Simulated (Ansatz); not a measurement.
## InAs wire along [111], 14 atoms a period, H-terminated: bands by functional

Wanted: the relaxed geometry and the bands of the InAs wire along [111], 14 atoms a period, H-terminated.

Main program and level: Ansatz 0.2.0; DFT PBE, plane waves, PAW; relaxation of a wire's period; PAW set soft_1, in the first sound run; inputs show where later runs differ.

Most raw output is cut from this account.

## 1. The starting structure

The cell holds 32 atoms: 7 In, 7 As and 18 H. Its edges and angles: a = 14.084 Å, b = 14.994 Å, c = 10.721 Å, α = 90.0°, β = 90.0°, γ = 90.0°. Vacuum lies along a and b. The structure's axis is c.

## 2. Relaxation of atoms and period

Band widths follow the bond lengths, so the wire is relaxed first. The atoms and the third cell vector are free; the box across stays fixed as vacuum. A Fermi-Dirac smearing is set since the result may be a metal. The pressure printed is a third of the stress's trace over the whole box, vacuum included; only the stress along the axis is relaxed.

Contents of input.yaml:

```yaml
crystal:
  lattice:
    - [14.084, 0.0, 0.0]
    - [0.0, 14.994, 0.0]
    - [0.0, 0.0, 10.7213944989]
  atoms:
    - { symbol: In, position: [0.344601244, 0.422951084, 0.0] }
    - { symbol: In, position: [0.655378791, 0.422951084, 0.0] }
    - { symbol: As, position: [0.344601244, 0.422951084, 0.25] }
    - { symbol: As, position: [0.499990017, 0.675757898, 0.25] }
    - { symbol: As, position: [0.655378791, 0.422951084, 0.25] }
    - { symbol: H, position: [0.241408691, 0.647451348, 0.277992274] }
    - { symbol: H, position: [0.499990017, 0.22675737, 0.277992274] }
    - { symbol: H, position: [0.758571344, 0.647451348, 0.277992274] }
[... 20 atom lines left out ...]
    - { symbol: H, position: [0.60318257, 0.731720287, 0.94465894] }
    - { symbol: H, position: [0.655378791, 0.311026308, 0.94465894] }
    - { symbol: H, position: [0.758571344, 0.478913472, 0.94465894] }
    - { symbol: In, position: [0.499990017, 0.675757898, 0.0] }
kpoints:
  mp_grid: { grid: [1, 1, 8] }
scf:
  occupations: { method: fermi_dirac, width: 0.05 }
hamiltonian:
  xc: pbe
  pseudopotentials: { kind: paw, azcp: { folder: soft_1 } }
relax:
  cell: { fix: [a, b, alpha, beta, gamma] }
  max_steps: 45
  f_tol: 0.03
```

On the command line:

```sh
> ansatz run input.yaml --threads 4 --pin off --max-ram 16384MiB --backend cpu --events-out ev --progress --plain --runs-dir out
```

The job ended after 4.4 min (4 threads of Arm Neoverse V2, shared host; peak memory 5.2 GiB; 17 min of CPU time).

The steps of the relaxation:

```
step  energy less that of the first step (eV)  largest force component (eV/Å)  pressure (GPa)  volume (Å³)
   1                                   0.0000                          1.4832           -0.30      2264.10
   2                                  -1.1031                          0.4550           -0.11      2264.02
   3                                  -1.5340                          0.1968           -0.02      2264.34
   4                                  -1.5762                          0.0815           -0.02      2268.21
   5                                  -1.5820                          0.1437           -0.02      2295.91
   6                                  -1.5957                          0.0324            0.00      2288.12
   7                                  -1.5975                          0.0059            0.00      2284.23
  8*                                  -1.5996                          0.0059            0.00      2284.23
```

Relaxation steps marked * repeat the geometry before them on a plane-wave basis chosen anew for their cell, so energy and pressure can jump there.

Forces are held to the 2 operations that the run works with; a distortion that breaks them can't arise in this run.

```
cell as run  before   after  change
      c (Å)  10.721  10.817  +0.9 %
```

The atoms that moved most (Å, along periodic axes as changes of fractional coordinates times the final cell, across vacuum about the mean position):

```
atom      dx      dy      dz  length
In24   0.000   0.001   0.440   0.440
As25   0.000   0.000   0.315   0.315
As16   0.000   0.223  -0.090   0.241
As17  -0.193  -0.110  -0.090   0.240
As15   0.193  -0.110  -0.090   0.240
  H7   0.000  -0.115   0.181   0.215
  H6  -0.101   0.057   0.180   0.214
  H8   0.101   0.057   0.180   0.214
```

Numbers from this step:

| Quantity | Value |
| --- | --- |
| cell length along the wire | 10.82 Å |

The cell's length comes to 10.817 Å with spin left out.

## 3. The perfect wire

This step: DFT PBE, plane waves, PAW; bands of a perfect wire; PAW set soft_1 (Ansatz 0.2.0).

At the relaxed period the bands are computed along the axis; those that cross an energy going forward count the channels that a perfect wire would open there.

Contents of input.yaml:

```yaml
crystal:
  lattice:
    - [14.084, 0.0, 0.0]
    - [0.0, 14.994, 0.0]
    - [0.0, 0.0, 10.8167200426]
  atoms:
    - { symbol: In, position: [0.335528044, 0.417919446, 0.987417131] }
    - { symbol: In, position: [0.664471956, 0.417919446, 0.987417131] }
    - { symbol: As, position: [0.353537293, 0.427825218, 0.240322407] }
    - { symbol: As, position: [0.5, 0.66613458, 0.24027972] }
    - { symbol: As, position: [0.646462707, 0.427825218, 0.240322407] }
    - { symbol: H, position: [0.234269671, 0.651267835, 0.294652333] }
    - { symbol: H, position: [0.5, 0.219076519, 0.294722553] }
    - { symbol: H, position: [0.765730329, 0.651267835, 0.294652333] }
[... 20 atom lines left out ...]
    - { symbol: H, position: [0.610350381, 0.729192904, 0.948457049] }
    - { symbol: H, position: [0.649499816, 0.306330348, 0.94868801] }
    - { symbol: H, position: [0.759887687, 0.485753643, 0.948417458] }
    - { symbol: In, position: [0.5, 0.685685046, 0.987386944] }
kpoints:
  mp_grid: { grid: [1, 1, 8] }
  band_path: { path: ["Γ", Z], npoints: 90 }
scf:
  occupations: { method: fermi_dirac, width: 0.05 }
hamiltonian:
  xc: pbe
  pseudopotentials: { kind: paw, azcp: { folder: soft_1 } }
output:
  dos: { e_range: [-5, 4] }
  write_potential: true
  write_density: true
  volumetric_format: npy
```

Elapsed: 9.9 min, on 4 threads; peak memory 11 GiB.

Numbers from this step:

```yaml
band_gap: 2.816 eV
```

The electronic bands at the labelled points (eV, zero at the Fermi level; v1 is the highest filled band, c1 the lowest empty one):

```
  point     v4     v3     v2     v1    c1    c2    c3    c4
      Γ  -1.82  -1.53  -1.53  -1.40  1.42  2.14  2.14  2.24
halfway  -1.75  -1.59  -1.51  -1.51  1.44  1.91  1.92  2.12
      Z  -1.71  -1.71  -1.49  -1.49  1.49  1.84  1.84  1.92
```

The gap is 2.82 eV, with spin left out.

On this path the gap is direct, 2.82 eV, with the valence top at Γ and the conduction bottom at Γ.

## 4. Another level of theory, cutoff 500 eV, k-mesh 1×1×6

This step: DFT r2SCAN, plane waves, PAW; bands of a perfect wire at the PBE geometry; PAW set soft_1 (Ansatz 0.2.0).

The atoms stay at the PBE geometry and the functional changes. r2SCAN also reads the kinetic-energy density; it often gives larger moments and wider gaps than PBE, at a higher cost. Against the first PBE run of this kind, the cutoff is 500 eV against 420 and the mesh along the wire has 6 points against 8.

input.yaml: that of step 3 with these lines changed.

```diff
@@ -39,3 +39,3 @@
 kpoints:
-  mp_grid: { grid: [1, 1, 8] }
+  mp_grid: { grid: [1, 1, 6] }
   band_path: { path: ["Γ", Z], npoints: 90 }
@@ -44,8 +44,3 @@
 hamiltonian:
-  xc: pbe
+  xc: r2scan
   pseudopotentials: { kind: paw, azcp: { folder: soft_1 } }
-output:
-  dos: { e_range: [-5, 4] }
-  write_potential: true
-  write_density: true
-  volumetric_format: npy
```

Run time: 16 min. Hardware: 4 threads; peak memory 12 GiB.

Numbers from this step:

```
band gap : 3.218 eV
```

Electronic bands along the path, in eV, zero at the Fermi level; v1 is the highest filled band, c1 the lowest empty one:

```
  point     v4     v3     v2     v1    c1    c2    c3    c4
      Γ  -2.03  -1.73  -1.73  -1.59  1.63  2.34  2.35  2.44
halfway  -1.96  -1.78  -1.71  -1.71  1.63  2.12  2.12  2.37
      Z  -1.93  -1.93  -1.69  -1.69  1.65  2.05  2.05  2.19
```

The gap is 3.22 eV, against 2.82 eV under PBE at the relaxed period.

## 5. Levels at the same atoms, level HSE06, cutoff 420 eV

This step: DFT HSE06, plane waves, PAW; levels of a perfect wire at the PBE geometry; PAW set soft_1 (Ansatz 0.2.0).

The atoms stay at the PBE geometry and the functional changes. HSE06 mixes in a quarter of short-range exact exchange, which removes part of the self-interaction that closes gaps; it is dear, so the mesh is thinner and no path is run. Against the first PBE run of this kind, the mesh along the wire has 3 points against 8.

input.yaml: that of step 4 with these lines changed.

```diff
@@ -39,4 +39,3 @@
 kpoints:
-  mp_grid: { grid: [1, 1, 6] }
-  band_path: { path: ["Γ", Z], npoints: 90 }
+  mp_grid: { grid: [1, 1, 3] }
 scf:
@@ -44,3 +43,3 @@
 hamiltonian:
-  xc: r2scan
+  xc: hse06
   pseudopotentials: { kind: paw, azcp: { folder: soft_1 } }
```

It took 6 min on 4 threads; peak memory 5.5 GiB; 24 min of CPU time.

Numbers from this step:

```yaml
band_gap: 3.660 eV
```

The gap is 3.66 eV, against 2.82 eV under PBE at the relaxed period.

## 6. Outcome

| Item | Value |
| --- | --- |
| cell length, PBE | 10.82 Å |
| gap, PBE | 2.82 eV |
| gap, r2SCAN | 3.22 eV |
| gap, HSE06 | 3.66 eV |

**Reading.** Under PBE the cell's length is 10.82 Å, and a gap of 2.82 eV makes it a semiconductor. At the relaxed period the wire is gapped under every functional, from 2.82 eV (PBE) to 3.66 eV (HSE06). Weak screening in one dimension makes quasiparticle gaps larger than the semilocal gaps, as a rule. Plain hydrogen on a compound's surface is a simple closure: it may leave surface states, and facets that end in unlike atoms put a field across the wire, both of which shrink the gap. A hybrid's gap is read on a coarse mesh, without a band path.

[Logs are printed without paths, hosts, clocks, repeated set-up lines and the standing remarks that a program may print on its own settings, such as how far it seeks lower states.]

[Hosts, paths, dates, database ids (printed as entryN), source tags and the programs' standing remarks are cut or masked in the printed files.]
